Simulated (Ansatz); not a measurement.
# Elastic response of glassy 47P2O5-53CaO (mol %) (83 atoms), part 2 of 4

How stiff is glassy 47P2O5-53CaO (mol %) (83 atoms), and how do its levels respond to strain?

Ansatz 0.2.0; Kohn-Sham DFT, PBE, PAW (set soft_2), plane waves.

The cell: 18 P, 10 Ca and 55 O. The quench rate of 500 K/ps far exceeds what a furnace or splat quench reaches. The network of bonds at the start is that of the classical potential that made the cell. Sampling is at Γ alone.

So far. Step 2 (Single point at the start): The r.m.s. force at the start is 1.4 eV/Å. Step 3 (Cell and atoms relaxed): The relaxation converged after 35 steps, with a largest force component of 0.040 eV/Å.

### Step 4. Single point at the relaxed geometry

One more single point at the end of the walk gives the fuller output and checks the residual forces.

File input.yaml:

```yaml
crystal:
  lattice:
    - [10.80412, -0.14925, 0.00765]
    - [-0.14925, 10.65167, -0.13732]
    - [0.00765, -0.13732, 10.20052]
  atoms:
    - { symbol: P, position: [0.92536, 0.53164, 0.44189] }
    - { symbol: P, position: [0.52241, 0.43001, 0.39939] }
    - { symbol: P, position: [0.56542, 0.21538, 0.779] }
    - { symbol: P, position: [0.85297, 0.92595, 0.65446] }
    - { symbol: P, position: [0.17238, 0.24149, 0.27817] }
    - { symbol: P, position: [0.14566, 0.695, 0.42628] }
    [... 71 atom lines left out ...]
    - { symbol: O, position: [0.43901, 0.28684, 0.74514] }
    - { symbol: O, position: [0.39349, 0.69094, 0.7808] }
    - { symbol: O, position: [0.2992, 0.17185, 0.26682] }
    - { symbol: O, position: [0.79842, 0.00455, 0.76568] }
    - { symbol: O, position: [0.87456, 0.18156, 0.07663] }
    - { symbol: O, position: [0.17955, 0.17908, 0.72507] }
kpoints:
  mp_grid: { grid: [1, 1, 1] }
hamiltonian:
  xc: pbe
scf:
  occupations: { method: fixed }
output:
  forces: true
  stress: true
  populations: intrinsic
  dos:
    method: { smearing: { sigma: 0.15 } }
    de: 0.1
    projected: { site_lists: { Ca: [Ca], O: [O], P: [P] } }
  eigenvalues: true
  write_density: true
  write_potential: true
  volumetric_format: npy
```

The run is started by

```console
$ ansatz run input.yaml --threads 4 --pin off --max-ram 8192MiB --backend cpu --events-out ev --progress --plain --runs-dir out
```

Numbers of over 12 decimals in the logs are rounded to 6 here.

The program printed:

```text
[...]
Crystal: 83 atoms, lattice volume = 1173.464 Å³
Basis set: ecut = 420 eV, 22885 PW (Γ), exchange–correlation on 150×144×144 points (8 copies of the dense FFT grid, shifted against one another)
Bands: 343, of which v1, the nominal top of the filled ones, is band 260 counted from 1 (259 counted from 0)
Symmetry: 1 space group operations
[...]
k-points: 1
[...]
SCF iter   1: F=—  HF=-63048.634186 eV  |F-HF|=—  |Δ(HF+E_count)|=         —  Δρ=2.19e-3  dr2=6.48e-2  ethr=1.77e-3  ⟨swp⟩=8.0  Hψ=1354  notcnv=0  defer=79
[...]
SCF iter   9: F=-63048.637995 eV  HF=-63048.637995 eV  |F-HF|=2.36e-8  |Δ(HF+E_count)|=   3.84e-8  Δρ=1.84e-6  dr2=3.48e-8  ethr=1.92e-11  ⟨swp⟩=32.0  Hψ=4428  notcnv=0
SCF 1 converged in 9 iterations: F = -63048.637995 eV  dr2 = 3.48e-8
[...]
SCF converged after 9 iterations
Free energy (F): -63048.637995 eV
[...]
Internal energy: -63048.637995 eV  (E = F + TS)
E sigma→0 (E₀):  -63048.637995 eV
Fermi energy:    3.484183 eV
[...]
--- Forces (eV/Å), atoms counted from 1 ---
  atom   1  P      0.01346421     0.01488031    -0.00073618
  atom   2  P      0.02478340    -0.00220539     0.01052227
  atom   3  P      0.00461171     0.01888360     0.01671385
  atom   4  P     -0.01450353     0.00889383     0.02149689
  atom   5  P      0.00434410    -0.00942815    -0.00035462
  atom   6  P     -0.00954506     0.00519801    -0.02273220
  atom   7  P     -0.02886409     0.00646608    -0.03740798
  atom   8  P      0.01938428     0.00392486     0.00300051
  atom   9  P      0.01567937     0.00878601    -0.01694250
  atom  10  P     -0.00170949     0.00168716     0.01136507
  atom  11  P     -0.01150685     0.00802162    -0.01116249
  atom  12  P      0.00256245    -0.03682302     0.00179620
  atom  13  P      0.00959768    -0.00243413     0.01025478
  atom  14  P     -0.01864374     0.01089726    -0.00411859
[...]
atom  82  O     -0.00196561    -0.00326969     0.00684290
  atom  83  O     -0.00510107     0.00000035     0.00238408
  max |Σ_I F_I| component: 3.08e-5 eV/Å
--- Stress (GPa, compression-positive) ---
        0.015238      -0.019227       0.005619
       -0.019226      -0.004286       0.001079
        0.005619       0.001078      -0.037131
  P = ⅓ Tr σ = -0.0087 GPa (-0.087 kbar)
--- Band table (eV) ---
[...]
--- intrinsic populations: 83 sites ---
  site symbol       q [e]
     0      P      2.8921
     1      P      2.8789
     2      P      2.8826
[...]
82      O      7.0897
  spilling = 0.000000 (of n_electrons = 520.000000)
```

Elapsed: 21 s, on 4 threads of Arm Neoverse V1, shared host; peak memory 1.4 GiB.

Numbers from this run:

- free energy: -63048.6380 eV
- free energy per atom: -759.6221 eV/atom
- SCF cycles: 9
- pressure: -0.008726 GPa
- r.m.s. force component: 0.01025 eV/Å
- longest force: 0.04769 eV/Å
- Fermi energy: 3.484 eV
- gap (highest filled to lowest empty level): 4.689 eV

### Step 5. Volume -3 %

The relaxed cell is scaled evenly and the atoms are relaxed again; the stress at the end gives one point of P(V).

input.yaml, the sections that differ from step 4:

```yaml
crystal:
  lattice:
    - [10.69498, -0.14774, 0.00757]
    - [-0.14774, 10.54407, -0.13593]
    - [0.00757, -0.13593, 10.09748]
  atoms:
    [... the 83 atom lines of step 4 ...]
output:
  forces: true
  eigenvalues: true
  stress: true
relax:
  f_tol: 0.05
  max_steps: 70
# kpoints, hamiltonian, scf: as in step 4
```

The program printed:

```text
Warning: output.stress: scf.convergence.dr2_threshold = 1e-7 eV (the SCF's general default) is looser than the 8.3e-9 eV advised for a printed stress (1e-10 eV for each atom of the cell: 83). What an SCF threshold leaves in a stress goes as its square root, and in the free energy as the threshold itself, and one threshold admits the most on a small cell: [...]
[...]
Crystal: 83 atoms, lattice volume = 1138.261 Å³
Basis set: ecut = 420 eV, 22249 PW (Γ), exchange–correlation on 144×144×144 points (8 copies of the dense FFT grid, shifted against one another)
Bands: 343, of which v1, the nominal top of the filled ones, is band 260 counted from 1 (259 counted from 0)
Symmetry: 1 space group operations
[...]
k-points: 1
[...]
SCF iter   1: F=—  HF=-63048.148995 eV  |F-HF|=—  |Δ(HF+E_count)|=         —  Δρ=2.25e-3  dr2=6.42e-2  ethr=1.77e-3  ⟨swp⟩=9.0  Hψ=1356  notcnv=0  defer=79
[...]
SCF iter   5: F=—  HF=-63048.154535 eV  |F-HF|=—  |Δ(HF+E_count)|=   5.42e-6  Δρ=8.75e-5  dr2=8.43e-5  ethr=7.73e-8  ⟨swp⟩=3.0  Hψ=455  notcnv=0  defer=81
SCF iter   6: F=-63048.154532 eV  HF=-63048.154537 eV  |F-HF|=4.41e-6  |Δ(HF+E_count)|=   1.95e-6  Δρ=3.92e-5  dr2=1.39e-5  ethr=1.20e-8  ⟨swp⟩=26.0  Hψ=3058  notcnv=0
SCF 1 converged in 6 iterations: F = -63048.154532 eV  dr2 = 1.39e-5
[...]
relax step   1: F+E_penalty+E_count = -63048.15453219 eV  Δ(F+E_penalty+E_count) = +0.000e0 eV  max|allowed force component| = 8.815e-1 eV/Å  Δτ_max = 0.0000 Å  (6 SCF iters, dr2 threshold 6.25e-5 eV, accepted)
[...]
relax step   2: F+E_penalty+E_count = -63048.38066896 eV  Δ(F+E_penalty+E_count) = -2.261e-1 eV  max|allowed force component| = 4.388e-1 eV/Å  Δτ_max = 0.0388 Å  (5 SCF iters, dr2 threshold 4.86e-5 eV, accepted)
[...]
relax step   3: F+E_penalty+E_count = -63048.48593851 eV  Δ(F+E_penalty+E_count) = -1.053e-1 eV  max|allowed force component| = 2.076e-1 eV/Å  Δτ_max = 0.0437 Å  (6 SCF iters, dr2 threshold 1.20e-5 eV, accepted)
relax step   4: F+E_penalty+E_count = -63047.88762019 eV  Δ(F+E_penalty+E_count) = +5.983e-1 eV  max|allowed force component| = 2.513e0 eV/Å  Δτ_max = 0.2000 Å  (8 SCF iters, dr2 threshold 9.65e-6 eV, rejected (line search))
relax step   5: F+E_penalty+E_count = -63048.50042359 eV  Δ(F+E_penalty+E_count) = -1.449e-2 eV  max|allowed force component| = 7.664e-2 eV/Å  Δτ_max = 0.0299 Å  (10 SCF iters, accepted)
relax step   6: F+E_penalty+E_count = -63048.48429758 eV  Δ(F+E_penalty+E_count) = +1.613e-2 eV  max|allowed force component| = 1.244e-1 eV/Å  Δτ_max = 0.1000 Å  (9 SCF iters, rejected (line search))
relax step   7: F+E_penalty+E_count = -63048.50528897 eV  Δ(F+E_penalty+E_count) = -4.865e-3 eV  max|allowed force component| = 7.413e-2 eV/Å  Δτ_max = 0.0347 Å  (9 SCF iters, accepted)
relax step   8: F+E_penalty+E_count = -63048.50233271 eV  Δ(F+E_penalty+E_count) = +2.956e-3 eV  max|allowed force component| = 6.933e-2 eV/Å  Δτ_max = 0.0500 Å  (9 SCF iters, rejected (line search))
[...]
relax step   9: F+E_penalty+E_count = -63048.50691090 eV  Δ(F+E_penalty+E_count) = -1.622e-3 eV  max|allowed force component| = 2.740e-2 eV/Å  Δτ_max = 0.0244 Å  (8 SCF iters, accepted)
SCF converged after 8 iterations
Free energy (F): -63048.506911 eV
[...]
Internal energy: -63048.506911 eV  (E = F + TS)
E sigma→0 (E₀):  -63048.506911 eV
Fermi energy:    3.760940 eV
[...]
Σ components = -63048.506911   (vs F -63048.506911, Δ=0.00e0)
--- Forces (eV/Å), atoms counted from 1 ---
  atom   1  P     -0.02329223     0.02147108     0.00032142
  atom   2  P      0.01195237     0.00162238    -0.00202618
  atom   3  P      0.00040274    -0.00432006     0.00334874
  atom   4  P     -0.01182628    -0.00584094    -0.00802085
[...]
atom  83  O     -0.01158926    -0.00465855    -0.00298712
  max |Σ_I F_I| component: 1.93e-4 eV/Å
--- Stress (GPa, compression-positive) ---
        1.440512       0.085116      -0.017305
        0.085117       1.194876       0.231080
       -0.017306       0.231078       1.453537
  P = ⅓ Tr σ = 1.3630 GPa (13.630 kbar)
--- Band table (eV) ---
[...]
--- Relaxed structure (9 steps of the walk, 6 accepted, 0 SCFs on fresh bases) ---
  F+E_penalty+E_count = -63048.50691090 eV   max|allowed force component| = 2.740e-2 eV/Å
  atoms:
    - { symbol: P, position: [0.919680, 0.531768, 0.444521] }
    - { symbol: P, position: [0.521896, 0.427582, 0.395692] }
    - { symbol: P, position: [0.565042, 0.215193, 0.779710] }
    - { symbol: P, position: [0.855102, 0.928778, 0.654270] }
[...]
- { symbol: O, position: [0.183934, 0.181728, 0.725419] }
```

Elapsed: 2.2 min, on 4 threads; peak memory 1.4 GiB; 8.2 min of CPU time.

The program notes that the SCF threshold is loose for the stress.

The relaxation converged after 9 steps, 0.352 eV below its start, with a largest force component of 0.027 eV/Å.

Volume -3 %: the energy stands 0.131 eV above that of the reference, at a pressure of 1.36 GPa.

### Step 6. Volume +3 %

The relaxed cell is scaled to another volume.

Input and log are left out; they have the form of those shown for this kind of step.

The job ended after 2.7 min (4 threads of Arm Neoverse V1, shared host; peak memory 1.4 GiB; 10 min of CPU time).

The relaxation converged after 11 steps, 0.341 eV below its start, with a largest force component of 0.042 eV/Å.

Volume +3 %: the energy stands 0.100 eV above that of the reference, at a pressure of -0.953 GPa.

### Step 7. Volume -6 %

The relaxed cell is scaled to another volume.

input.yaml, the sections that differ from step 5:

```yaml
crystal:
  lattice:
    - [10.58357, -0.1462, 0.00749]
    - [-0.1462, 10.43423, -0.13452]
    - [0.00749, -0.13452, 9.99229]
  atoms:
    [... the 83 atom lines of step 4 ...]
# kpoints, hamiltonian, scf, output, relax: as in step 5
```

The program printed:

```text
[...]
Crystal: 83 atoms, lattice volume = 1103.057 Å³
Basis set: ecut = 420 eV, 21629 PW (Γ), exchange–correlation on 144×144×144 points (8 copies of the dense FFT grid, shifted against one another)
Bands: 343, of which v1, the nominal top of the filled ones, is band 260 counted from 1 (259 counted from 0)
Symmetry: 1 space group operations
[...]
k-points: 1
[...]
SCF iter   1: F=—  HF=-63046.563130 eV  |F-HF|=—  |Δ(HF+E_count)|=         —  Δρ=2.35e-3  dr2=6.50e-2  ethr=1.77e-3  ⟨swp⟩=8.0  Hψ=1353  notcnv=0  defer=80
[...]
SCF iter   5: F=—  HF=-63046.568169 eV  |F-HF|=—  |Δ(HF+E_count)|=   3.07e-6  Δρ=8.87e-5  dr2=8.33e-5  ethr=7.27e-8  ⟨swp⟩=3.0  Hψ=477  notcnv=0  defer=81
SCF iter   6: F=-63046.568167 eV  HF=-63046.568168 eV  |F-HF|=1.51e-6  |Δ(HF+E_count)|=   5.04e-7  Δρ=3.43e-5  dr2=1.02e-5  ethr=1.20e-8  ⟨swp⟩=26.0  Hψ=3174  notcnv=0
SCF 1 converged in 6 iterations: F = -63046.568167 eV  dr2 = 1.02e-5
[...]
relax step   1: F+E_penalty+E_count = -63046.56816696 eV  Δ(F+E_penalty+E_count) = +0.000e0 eV  max|allowed force component| = 1.862e0 eV/Å  Δτ_max = 0.0000 Å  (6 SCF iters, dr2 threshold 6.25e-5 eV, accepted)
[...]
relax step   2: F+E_penalty+E_count = -63047.52037650 eV  Δ(F+E_penalty+E_count) = -9.522e-1 eV  max|allowed force component| = 8.966e-1 eV/Å  Δτ_max = 0.0736 Å  (6 SCF iters, dr2 threshold 1.00e-4 eV, accepted)
[...]
relax step   3: F+E_penalty+E_count = -63047.95724830 eV  Δ(F+E_penalty+E_count) = -4.369e-1 eV  max|allowed force component| = 4.017e-1 eV/Å  Δτ_max = 0.0829 Å  (6 SCF iters, dr2 threshold 5.02e-5 eV, accepted)
relax step   4: F+E_penalty+E_count = -63047.20768418 eV  Δ(F+E_penalty+E_count) = +7.496e-1 eV  max|allowed force component| = 2.628e0 eV/Å  Δτ_max = 0.2000 Å  (7 SCF iters, dr2 threshold 3.24e-5 eV, rejected (line search))
relax step   5: F+E_penalty+E_count = -63048.02449586 eV  Δ(F+E_penalty+E_count) = -6.725e-2 eV  max|allowed force component| = 1.181e-1 eV/Å  Δτ_max = 0.0504 Å  (10 SCF iters, accepted)
relax step   6: F+E_penalty+E_count = -63048.02647163 eV  Δ(F+E_penalty+E_count) = -1.976e-3 eV  max|allowed force component| = 1.535e-1 eV/Å  Δτ_max = 0.1000 Å  (9 SCF iters, accepted)
relax step   7: F+E_penalty+E_count = -63048.04209005 eV  Δ(F+E_penalty+E_count) = -1.562e-2 eV  max|allowed force component| = 7.087e-2 eV/Å  Δτ_max = 0.0485 Å  (9 SCF iters, accepted)
relax step   8: F+E_penalty+E_count = -63048.01892390 eV  Δ(F+E_penalty+E_count) = +2.317e-2 eV  max|allowed force component| = 1.365e-1 eV/Å  Δτ_max = 0.1444 Å  (9 SCF iters, rejected (line search))
relax step   9: F+E_penalty+E_count = -63048.04673973 eV  Δ(F+E_penalty+E_count) = -4.650e-3 eV  max|allowed force component| = 5.583e-2 eV/Å  Δτ_max = 0.0482 Å  (9 SCF iters, accepted)
relax step  10: F+E_penalty+E_count = -63048.04949616 eV  Δ(F+E_penalty+E_count) = -2.756e-3 eV  max|allowed force component| = 5.263e-2 eV/Å  Δτ_max = 0.1000 Å  (9 SCF iters, accepted)
[...]
relax step  11: F+E_penalty+E_count = -63048.05130191 eV  Δ(F+E_penalty+E_count) = -1.806e-3 eV  max|allowed force component| = 3.442e-2 eV/Å  Δτ_max = 0.0129 Å  (7 SCF iters, accepted)
SCF converged after 7 iterations
Free energy (F): -63048.051302 eV
[...]
Internal energy: -63048.051302 eV  (E = F + TS)
E sigma→0 (E₀):  -63048.051302 eV
Fermi energy:    4.051829 eV
[...]
Σ components = -63048.051302   (vs F -63048.051302, Δ=0.00e0)
--- Forces (eV/Å), atoms counted from 1 ---
  atom   1  P      0.02505211    -0.01737779     0.01571296
  atom   2  P      0.00869388     0.01207161     0.00947548
  atom   3  P      0.00316407     0.03391282     0.01984891
  atom   4  P      0.01852068     0.00124930    -0.02710013
[...]
atom  83  O      0.00081108    -0.00207069     0.00048264
  max |Σ_I F_I| component: 9.42e-6 eV/Å
--- Stress (GPa, compression-positive) ---
        3.028077       0.131806      -0.001326
        0.131806       2.681547       0.498802
       -0.001328       0.498801       3.126176
  P = ⅓ Tr σ = 2.9453 GPa (29.453 kbar)
--- Band table (eV) ---
[...]
--- Relaxed structure (11 steps of the walk, 9 accepted, 0 SCFs on fresh bases) ---
  F+E_penalty+E_count = -63048.05130191 eV   max|allowed force component| = 3.442e-2 eV/Å
  atoms:
    - { symbol: P, position: [0.914133, 0.528733, 0.447469] }
    - { symbol: P, position: [0.523739, 0.426675, 0.390501] }
    - { symbol: P, position: [0.563405, 0.217159, 0.780407] }
    - { symbol: P, position: [0.857914, 0.932144, 0.653347] }
[...]
- { symbol: O, position: [0.187384, 0.182690, 0.726115] }
```

The job ended after 2.6 min (4 threads; peak memory 1.3 GiB).

The relaxation converged after 11 steps, 1.48 eV below its start, with a largest force component of 0.034 eV/Å.

Volume -6 %: the energy stands 0.587 eV above that of the reference, at a pressure of 2.95 GPa.

### Step 8. Volume +6 %

The relaxed cell is scaled to another volume.

Input and log are left out; they have the form of those shown for this kind of step.

Elapsed: 2.8 min, on 4 threads of Arm Neoverse V1, shared host; peak memory 1.5 GiB; 11 min of CPU time.

The relaxation converged after 11 steps, 1.28 eV below its start, with a largest force component of 0.045 eV/Å.

Volume +6 %: the energy stands 0.394 eV above that of the reference, at a pressure of -1.80 GPa.

(Part 2 of 4 ends here.)

[Logs are printed without paths, hosts, clocks, repeated set-up lines and the standing remarks that a program may print on its own settings, such as how far it seeks lower states.]

[Hosts, paths, dates, database ids (printed as entryN), source tags and the programs' standing remarks are cut or masked in the printed files.]
